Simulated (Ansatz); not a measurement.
# PbSe2 (model cell, started as rutile): a soft mode frozen in

Which phase does PbSe2 (model cell, started as rutile) fall into along its unstable mode, and how much energy does it gain?

Main program and level: Ansatz 0.2.0; DFT PBEsol, scalar-relativistic, plane waves, PAW.

Most raw output is cut from this account.

The structure was built from a prototype and need not be the compound's stable phase.

## 1. Set-up

Symmetry: P4_2/mnm, No. 136, tetragonal system. The conventional cell has a = 6.594 Å, b = 6.594 Å, c = 4.191 Å, α = 90.00°, β = 90.00°, γ = 90.00°. Pb has 6 Se at 2.79 to 2.82 Å nearest. Se has 3 Pb at 2.79 to 2.82 Å nearest. Farther neighbours and most contacts between anions are not listed.

Coordinates:

```cif
data_structure
_symmetry_space_group_name_H-M 'P 1'
_symmetry_Int_Tables_number 1
_cell_length_a 6.5940
_cell_length_b 6.5940
_cell_length_c 4.1905
_cell_angle_alpha 90.000
_cell_angle_beta 90.000
_cell_angle_gamma 90.000
_cell_volume 182.20
loop_
_atom_site_label
_atom_site_type_symbol
_atom_site_fract_x
_atom_site_fract_y
_atom_site_fract_z
_atom_site_occupancy
Pb1 Pb 0.00000 0.00000 0.00000 1
Pb2 Pb 0.50000 0.50000 0.50000 1
Se3 Se 0.30284 0.30284 0.00000 1
Se4 Se 0.69716 0.69716 0.00000 1
Se5 Se 0.80284 0.19716 0.50000 1
Se6 Se 0.19716 0.80284 0.50000 1
```

## 2. Response at finite wavevector

The cell comes from relaxations at this level that are not shown. Stability and thermal properties need the whole zone. Linear response on a 2×2×2 q mesh gives force constants as far as a supercell of that size would.

Contents of input.yaml:

```yaml
crystal:
  lattice:
    - [6.5939545271, 0.0, 0.0]
    - [0.0, 6.5939545271, 0.0]
    - [0.0, 0.0, 4.1905182995]
  atoms:
    - { symbol: Pb, position: [0.0, 0.0, 0.0] }
    - { symbol: Pb, position: [0.5, 0.5, 0.5] }
    - { symbol: Se, position: [0.3028381319, 0.3028381319, 0.0] }
    - { symbol: Se, position: [0.6971618681, 0.6971618681, 0.0] }
    - { symbol: Se, position: [0.8028381319, 0.1971618681, 0.5] }
    - { symbol: Se, position: [0.1971618681, 0.8028381319, 0.5] }
kpoints:
  mp_grid: { grid: [6, 6, 8] }
hamiltonian:
  xc: pbesol
scf:
  occupations: { method: methfessel_paxton, width: 0.2 }
output:
  eigenvalues: true
phonons:
  method: dfpt
  qmesh: [2, 2, 2]
  temperatures: { t_max: 1000, t_step: 50 }
  qpath:
    path:
      - [[0.0, 0.0, 0.0], [0.0, 0.5, 0.0], [0.5, 0.5, 0.0], [0.0, 0.0, 0.0], [0.0, 0.0, 0.5], [0.0, 0.5, 0.5], [0.5, 0.5, 0.5], [0.0, 0.0, 0.5]]
      - [[0.0, 0.5, 0.0], [0.0, 0.5, 0.5]]
      - [[0.5, 0.5, 0.0], [0.5, 0.5, 0.5]]
    npoints: 10
```

Run with:

```bash
$ ansatz run input.yaml --threads 8 --pin off --max-ram 14336MiB --backend cpu --events-out ev --progress --plain --runs-dir out
```

It took 15 min on 8 threads of Arm Neoverse N1, shared host; peak memory 3.2 GiB.

Numbers from this step:

```yaml
volume_per_atom: 30.37 Å³
gap_on_the_k_mesh: 0 eV
sum_rule_residual_before_enforcement: 6.45e-5 eV/Å²
lowest_frequency_on_the_path: -77.39 cm⁻¹
point_group: 4/mmm
highest_frequency_on_the_path_or_at_a_solved_wavevector: 172.9 cm⁻¹
highest_optical_mode_at_the_zone_centre_no_lo_to_term: 163.7 cm⁻¹
lowest_optical_zone_centre_mode: -73.96 cm⁻¹
lowest_mode_on_the_q_mesh_acoustic_modes_at_gamma_apart: -77.27 cm⁻¹
```

Frequencies (cm⁻¹) solved at each irreducible wavevector; negative means imaginary. Frequencies by wavevector, by row:

```csv
q in reciprocal lattice units,star,mode 1,mode 2,mode 3,mode 4,mode 16,mode 17,mode 18
0 0 0,1,-74,-67.8,-67.8,-46.8,153.1,153.6,163.7
0 0 -0.5,1,-71.9,-71.9,-64,-64,147.9,167,167
0 -0.5 0,2,-72.5,-72.5,-58.4,-58.4,145.8,167.6,167.6
0 -0.5 -0.5,2,-68.8,-68.8,-56.5,-56.5,144.9,172.9,172.9
-0.5 -0.5 0,1,-77.3,-77.3,-71.9,-71.9,149.7,155.8,155.8
-0.5 -0.5 -0.5,1,-64.4,-64.4,-53.9,-53.9,145.2,168.9,168.9
```

Interpolated from a 2×2×2 q mesh, rough between the solved points. Phonon branches along the path, in cm⁻¹:

| point | branch 1 | branch 2 | branch 3 | branch 4 | branch 15 | branch 16 | branch 17 | branch 18 |
| --- | --- | --- | --- | --- | --- | --- | --- | --- |
| Γ | -74 | -68 | -68 | -47 | 150 | 153 | 154 | 164 |
| halfway | -74 | -69 | -65 | -51 | 148 | 151 | 161 | 166 |
| X | -72 | -72 | -58 | -58 | 146 | 146 | 168 | 168 |
| halfway | -75 | -75 | -65 | -65 | 147 | 147 | 163 | 163 |
| M | -77 | -77 | -72 | -72 | 150 | 150 | 156 | 156 |
| halfway | -76 | -71 | -66 | -56 | 150 | 150 | 158 | 167 |
| Γ | -74 | -68 | -68 | -47 | 150 | 153 | 154 | 164 |
| halfway | -72 | -70 | -70 | -53 | 146 | 146 | 161 | 167 |
| Z | -72 | -72 | -64 | -64 | 148 | 148 | 167 | 167 |
| halfway | -70 | -70 | -60 | -60 | 146 | 146 | 170 | 170 |
| R | -69 | -69 | -56 | -56 | 145 | 145 | 173 | 173 |
| halfway | -67 | -67 | -55 | -55 | 145 | 145 | 171 | 171 |
| A | -64 | -64 | -54 | -54 | 145 | 145 | 169 | 169 |
| halfway | -71 | -64 | -63 | -55 | 146 | 146 | 169 | 172 |
| Z | -72 | -72 | -64 | -64 | 148 | 148 | 167 | 167 |
| jump to X | -72 | -72 | -58 | -58 | 146 | 146 | 168 | 168 |
| halfway | -69 | -69 | -60 | -60 | 148 | 148 | 171 | 171 |
| R | -69 | -69 | -56 | -56 | 145 | 145 | 173 | 173 |
| jump to M | -77 | -77 | -72 | -72 | 150 | 150 | 156 | 156 |
| halfway | -68 | -68 | -66 | -66 | 146 | 146 | 164 | 164 |
| A | -64 | -64 | -54 | -54 | 145 | 145 | 169 | 169 |

Symmetry leaves 6 wavevectors to solve. The lowest mode among them, the acoustic zeros apart, lies at q = (-0.5, -0.5, 0) and is imaginary, 77.3i cm⁻¹, so the energy falls along it.

## 3. The mode frozen in, largest atomic shift 0 Å

The mode followed lies at Γ with frequency 74.0i cm⁻¹, one of the unstable modes though not the softest. At small amplitude the distorted cell has space group no. 84 by a symmetry search on the positions. The undistorted cell that holds it gives the zero of energy on the same k mesh.

input.yaml, the sections that differ from step 2:

```yaml
output:
  forces: true
  stress: true
  eigenvalues: true
# crystal, kpoints, hamiltonian, scf: as in step 2
# phonons: removed
```

The job ended after 7.5 s (8 threads; peak memory 0.96 GiB).

Numbers from this step:

```yaml
pressure: -0.001465 GPa
energy_from_the_undistorted_cell: 0 meV/atom
```

The run ends at a pressure of 0.00 GPa, with forces up to 1.2e-4 eV/Å.

## 4. The mode frozen in, largest atomic shift 0.45 Å

The atoms are moved along the unstable eigenvector, the largest shift by 0.45 Å, with the cell fixed.

input.yaml, the sections that differ from step 3:

```yaml
crystal:
  lattice:
    - [6.5939545271, 0.0, 0.0]
    - [0.0, 6.5939545271, 0.0]
    - [0.0, 0.0, 4.1905182995]
  atoms:
    - { symbol: Pb, position: [0.0, 0.0, 0.0] }
    - { symbol: Pb, position: [0.5, 0.5, 0.5] }
    - { symbol: Se, position: [0.2545821043, 0.3510941595, 0.0] }
    - { symbol: Se, position: [0.7454178957, 0.6489058405, 0.0] }
    - { symbol: Se, position: [0.8510941595, 0.2454178957, 0.5] }
    - { symbol: Se, position: [0.1489058405, 0.7545821043, 0.5] }
# kpoints, hamiltonian, scf, output: as in step 3
```

Elapsed: 7.9 s, on 8 threads; peak memory 0.98 GiB.

Numbers from this step:

* pressure: -0.01364 GPa
* energy from the undistorted cell: -45.56 meV/atom

The energy, extrapolated to zero smearing, is -45.56 meV/atom against the undistorted cell.

The run ends at a pressure of -0.01 GPa, with forces up to 0.062 eV/Å.

## 5. Energy along the mode, all amplitudes (two of the runs are shown above)

An imaginary frequency means negative curvature, so the energy should fall and then rise again as anharmonic terms take over.

This step gave:

| Property | Result |
| --- | --- |
| depth at the lowest point sampled | 45.56 meV/atom |
| largest atomic shift at that point | 0.45 Å |

Energy from the parent against largest atomic shift:

```csv
largest atomic shift (Å),energy from the parent (meV/atom)
0.000,0
0.040,-0.815
0.080,-3.22
0.140,-9.4
0.220,-20.6
0.320,-34.7
0.450,-45.6
0.600,-44.0
```

Displacement at unit largest shift by atom:

```csv
atom,x (Å),y (Å),z (Å),size
Pb1,0.000,0.000,0.000,0.000
Pb2,0.000,0.000,0.000,0.000
Se3,-0.707,0.707,0.000,1.000
Se4,0.707,-0.707,0.000,1.000
Se5,0.707,0.707,0.000,1.000
Se6,-0.707,-0.707,0.000,1.000
```

The lowest of the steps tried is at 0.45 Å, 45.6 meV/atom below the parent; the bottom of the well need not coincide with a step.

## 6. Relaxation from the frozen mode

Starting from the lowest point found, all atoms and the cell are let go, so that strain and other modes of the same symmetry can join in.

Changes to input.yaml since step 4:

```diff
@@ -22 +22,6 @@
   eigenvalues: true
+relax:
+  adjacent_minimum: "off"
+  f_tol: 0.002
+  max_steps: 120
+  cell: { stress_tol: 0.03 }
```

Wall time 61 s (8 threads); peak memory 1 GiB.

Relaxation path:

```
step  energy less that of the first step (eV)  largest force component (eV/Å)  pressure (GPa)  volume (Å³)
   1                                   0.0000                          0.0445           -0.01       182.20
   2                                  -0.0068                          0.0367            0.11       181.97
   3                                  -0.0114                          0.0038           -0.02       182.66
   4                                  -0.0138                          0.0171            0.03       182.71
   5                                  -0.0153                          0.0061           -0.01       182.90
   6                                  -0.0154                          0.0004            0.01       182.83
  7*                                  -0.0155                          0.0004            0.01       182.83
```

Relaxation steps marked * repeat the geometry before them on a plane-wave basis chosen anew for their cell, so energy and pressure can jump there.

The run keeps the 8 symmetry operations that it works with, so distortions that break them were not tested.

| conventional cell, symmetrised | before | after | change |
| --- | --- | --- | --- |
| a (Å) | 6.594 | 6.686 | +1.4 % |
| b (Å) | 6.594 | 6.686 | +1.4 % |
| c (Å) | 4.191 | 4.089 | -2.4 % |
| volume (Å³/atom) | 30.37 | 30.47 | +0.3 % |

The atoms that moved most (Å, as changes of fractional coordinates times the final cell):

```
atom      dx      dy     dz  length
 Se6  -0.043  -0.093  0.000   0.102
 Se3  -0.093   0.043  0.000   0.102
 Se5   0.043   0.093  0.000   0.102
 Se4   0.093  -0.043  0.000   0.102
```

The relaxed structure:

```xyz
6
Lattice="6.6864 0.0000 0.0000 0.0000 6.6864 0.0000 0.0000 0.0000 4.0895" Properties=species:S:1:pos:R:3 pbc="T T T"
Pb    0.0000    0.0000    0.0000
Pb    3.3432    3.3432    2.0447
Se    1.6095    2.3903    0.0000
Se    5.0769    4.2961    0.0000
Se    5.7334    1.7337    2.0447
Se    0.9529    4.9526    2.0447
```

Numbers from this step:

```
pressure        : 0.007570 GPa
volume per atom : 30.47 Å³
```

The distorted start has space group P4_2/m; the relaxation ends in P4_2/m.

## 7. The new phase in its own primitive cell

The relaxed structure is symmetrised, reduced to its primitive cell and relaxed tightly, as its phonons need.

Contents of input.yaml:

```yaml
crystal:
  lattice:
    - [6.6863641865, 0.0, 0.0]
    - [0.0, 6.6863641865, 0.0]
    - [0.0, 0.0, 4.0894629991]
  atoms:
    - { symbol: Pb, position: [0.0, 0.5, 0.0] }
    - { symbol: Pb, position: [0.5, 0.0, 0.5] }
    - { symbol: Se, position: [0.2407063798, 0.8574834597, 0.0] }
    - { symbol: Se, position: [0.7592936202, 0.1425165403, 0.0] }
    - { symbol: Se, position: [0.8574834597, 0.7592936202, 0.5] }
    - { symbol: Se, position: [0.1425165403, 0.2407063798, 0.5] }
kpoints:
  mp_grid: { grid: [6, 6, 10] }
hamiltonian:
  xc: pbesol
scf:
  occupations: { method: methfessel_paxton, width: 0.2 }
output:
  forces: true
  stress: true
  eigenvalues: true
relax:
  adjacent_minimum: "off"
  f_tol: 0.001
  max_steps: 60
  cell: { stress_tol: 0.01 }
```

Wall time 66 s (8 threads); peak memory 1.1 GiB; 8.5 min of CPU time.

Step by step:

```csv
step,energy less that of the first step (eV),largest force component (eV/Å),pressure (GPa),volume (Å³)
1,0.0000,0.0190,-0.01,182.83
2,-0.0004,0.0083,0.00,182.78
3,-0.0006,0.0020,0.00,182.74
4,-0.0006,0.0021,0.00,182.72
5,-0.0006,0.0012,0.00,182.70
6,-0.0006,0.0000,0.00,182.72
7*,-0.0006,0.0000,0.00,182.72
```

Relaxation steps marked * repeat the geometry before them on a plane-wave basis chosen anew for their cell, so energy and pressure can jump there.

The run keeps the 8 symmetry operations that it works with, so distortions that break them were not tested.

```csv
"conventional cell, symmetrised",before,after,change
a (Å),6.686,6.671,-0.2 %
b (Å),6.686,6.671,-0.2 %
c (Å),4.089,4.105,+0.4 %
volume (Å³/atom),30.47,30.45,-0.1 %
```

The atoms that moved most (Å, as changes of fractional coordinates times the final cell):

| atom | dx | dy | dz | length |
| --- | --- | --- | --- | --- |
| Se6 | 0.004 | 0.016 | 0.000 | 0.016 |
| Se3 | 0.016 | -0.004 | 0.000 | 0.016 |
| Se4 | -0.016 | 0.004 | 0.000 | 0.016 |
| Se5 | -0.004 | -0.016 | 0.000 | 0.016 |

Final coordinates:

```cif
data_structure
_symmetry_space_group_name_H-M 'P 1'
_symmetry_Int_Tables_number 1
_cell_length_a 6.6714
_cell_length_b 6.6714
_cell_length_c 4.1053
_cell_angle_alpha 90.000
_cell_angle_beta 90.000
_cell_angle_gamma 90.000
_cell_volume 182.72
loop_
_atom_site_label
_atom_site_type_symbol
_atom_site_fract_x
_atom_site_fract_y
_atom_site_fract_z
_atom_site_occupancy
Pb1 Pb 0.00000 0.50000 0.00000 1
Pb2 Pb 0.50000 0.00000 0.50000 1
Se3 Se 0.24309 0.85688 0.00000 1
Se4 Se 0.75691 0.14312 0.00000 1
Se5 Se 0.85688 0.75691 0.50000 1
Se6 Se 0.14312 0.24309 0.50000 1
```

This step gave:

* pressure: -1.78e-4 GPa
* volume per atom: 30.45 Å³

The largest force component left is 0.032 meV/Å and the pressure is 0.000 GPa, within the tolerances set. The cell now holds 30.45 Å³/atom.

## 8. Modes of the new phase, k-mesh 6×6×10

A relaxed structure may still be a saddle point, so its zone-centre modes are computed. No field response is asked, since the mesh shows no gap.

Contents of input.yaml:

```yaml
crystal:
  lattice:
    - [6.6714388851, 0.0, 0.0]
    - [0.0, 6.6714388851, 0.0]
    - [0.0, 0.0, 4.1052666059]
  atoms:
    - { symbol: Pb, position: [0.0, 0.5, 0.0] }
    - { symbol: Pb, position: [0.5, 0.0, 0.5] }
    - { symbol: Se, position: [0.2430889086, 0.8568791531, 0.0] }
    - { symbol: Se, position: [0.7569110914, 0.1431208469, 0.0] }
    - { symbol: Se, position: [0.8568791531, 0.7569110914, 0.5] }
    - { symbol: Se, position: [0.1431208469, 0.2430889086, 0.5] }
kpoints:
  mp_grid: { grid: [6, 6, 10] }
hamiltonian:
  xc: pbesol
scf:
  occupations: { method: methfessel_paxton, width: 0.2 }
output:
  eigenvalues: true
phonons:
  method: dfpt
```

Elapsed: 3.8 min, on 8 threads; peak memory 3.9 GiB.

This step gave:

| Item | Value |
| --- | --- |
| sum-rule residual before enforcement | 1.75e-4 eV/Å² |
| point group | 4/m |
| highest optical mode at the zone centre (no LO-TO term) | 146.4 cm⁻¹ |
| lowest optical zone-centre mode | -26.11 cm⁻¹ |

Patterns of degenerate modes are one choice out of their space. The modes at Γ (shares of kinetic energy by element, %) (negative means imaginary):

| mode | frequency (cm⁻¹) | symmetry | Pb % | Se % |
| --- | --- | --- | --- | --- |
| 1 | -26.1 | Bu | 61 | 39 |
| 2 | -14.9 | Eu | 19 | 81 |
| 3 | -14.9 | Eu | 19 | 81 |
| 4 | 0.0 | acoustic | 57 | 43 |
| 5 | 0.0 | acoustic | 57 | 43 |
| 6 | 0.0 | acoustic | 57 | 43 |
| 7 | 27.9 | Bg | 0 | 100 |
| 8 | 68.1 | Ag | 0 | 100 |
| 9 | 72.2 | Eu | 88 | 12 |
| 10 | 72.2 | Eu | 88 | 12 |
| 11 | 111.7 | Eg | 0 | 100 |
| 12 | 111.7 | Eg | 0 | 100 |
| 13 | 119.4 | Au | 43 | 57 |
| 14 | 122.6 | Bu | 39 | 61 |
| 15 | 122.8 | Ag | 0 | 100 |
| 16 | 137.7 | Eu | 37 | 63 |
| 17 | 137.7 | Eu | 37 | 63 |
| 18 | 146.4 | Bg | 0 | 100 |

Displacements in mode 1 (-26.1 cm⁻¹), the largest set to 1:
```
Pb1  0.00  0.00  1.00
Pb2  0.00  0.00 -1.00
Se3  0.00  0.00 -0.91
Se4  0.00  0.00 -0.91
Se5  0.00  0.00  0.91
Se6  0.00  0.00  0.91
```

Displacements in mode 15 (122.8 cm⁻¹), the largest set to 1:
```
Pb1  0.00  0.00  0.00
Pb2  0.00  0.00  0.00
Se3  0.73  1.00  0.00
Se4 -0.73 -1.00  0.00
Se5  1.00 -0.73  0.00
Se6 -1.00  0.73  0.00
```

Before it was imposed, the acoustic sum rule was missed by 1.7e-4 eV/Å². Small misses are needed for a sound result but don't prove that mesh and cutoff are converged. The lowest optical mode is imaginary, 26.1i cm⁻¹, so the energy falls along it.

## 9. The phases reached

The phases reached along the modes that were followed are set side by side.

Energies are those of the first relaxation, on the mesh of the frozen mode; space group, volume and gap are those of the last relaxation. Phases, by row:

```
               mode frozen in  space group  energy from parent (meV/atom)  volume (Å³/atom)  gap on mesh (eV)  lowest zone-centre optical mode (cm⁻¹)  largest shift (Å)
                       parent     P4_2/mnm                              0             30.37                 0                                       –                  –
q = (-0.5, -0.5, 0), 77i cm⁻¹         Pmma                         -135.7              32.2             0.038                                       –              1.915
q = (-0.5, -0.5, 0), 77i cm⁻¹       P4_2/m                         -215.9             33.24                 0                                       –              1.104
      q = (0, 0, 0), 74i cm⁻¹       P4_2/m                         -47.79             30.45                 0                                   -26.1              0.553
```

## 10. Outcome

```yaml
unstable_mode_of_the_parent: q = (0, 0, 0), 74i cm⁻¹
depth_at_the_lowest_point_sampled: 45.6 meV/atom
largest_atomic_shift_at_that_point: 0.45 Å
space_group_reached_within_0p01_a: P4_2/m
energy_gained_over_the_parent_first_relaxation_on_the_mesh_of_the_frozen_mode: 47.8 meV/atom
volume_per_atom_phase_reached: 30.5 Å³
lowest_optical_zone_centre_mode_phase_reached: -26.1 cm⁻¹
highest_optical_mode_at_the_zone_centre_no_lo_to_term_phase_reached: 146 cm⁻¹
```

What this shows: Along this mode the structure falls into P4_2/m, 47.8 meV/atom below the parent. At the parent's cell the well is 45.56 meV/atom deep on the steps tried, with its lowest point at a shift of 0.45 Å. Relaxing atoms and cell changes the gain by +2.24 meV/atom against the lowest step (energies at zero smearing). The new phase still has an imaginary mode at the zone centre of its cell, so it is a saddle point on the way to a lower structure. Of the 3 patterns followed to their end from this parent, this one ends 168 meV/atom above the lowest, P4_2/m. Each path keeps the symmetry of its pattern, so a lower phase may lie along a pattern not tried. The q mesh stands for a supercell only 8.4 Å across, so branches between the solved wavevectors are rough. With no gap, or one that is small against the smearing, the frequencies hang on the k mesh and the smearing, most of all near Kohn anomalies. A semilocal functional can close a gap that the real compound would have, so the metallic treatment may be an artefact of the level. Spin-orbit coupling is left out, which can matter for the heavy elements here. A phonon run warned that its eigensolver left some bands unconverged in a pass. The starting cell was built on a prototype and not taken from a measurement, so the phase need not exist.

[Logs are printed without paths, hosts, clocks, repeated set-up lines and the standing remarks that a program may print on its own settings, such as how far it seeks lower states.]

[Hosts, paths, dates, database ids (printed as entryN), source tags and the programs' standing remarks are cut or masked in the printed files.]
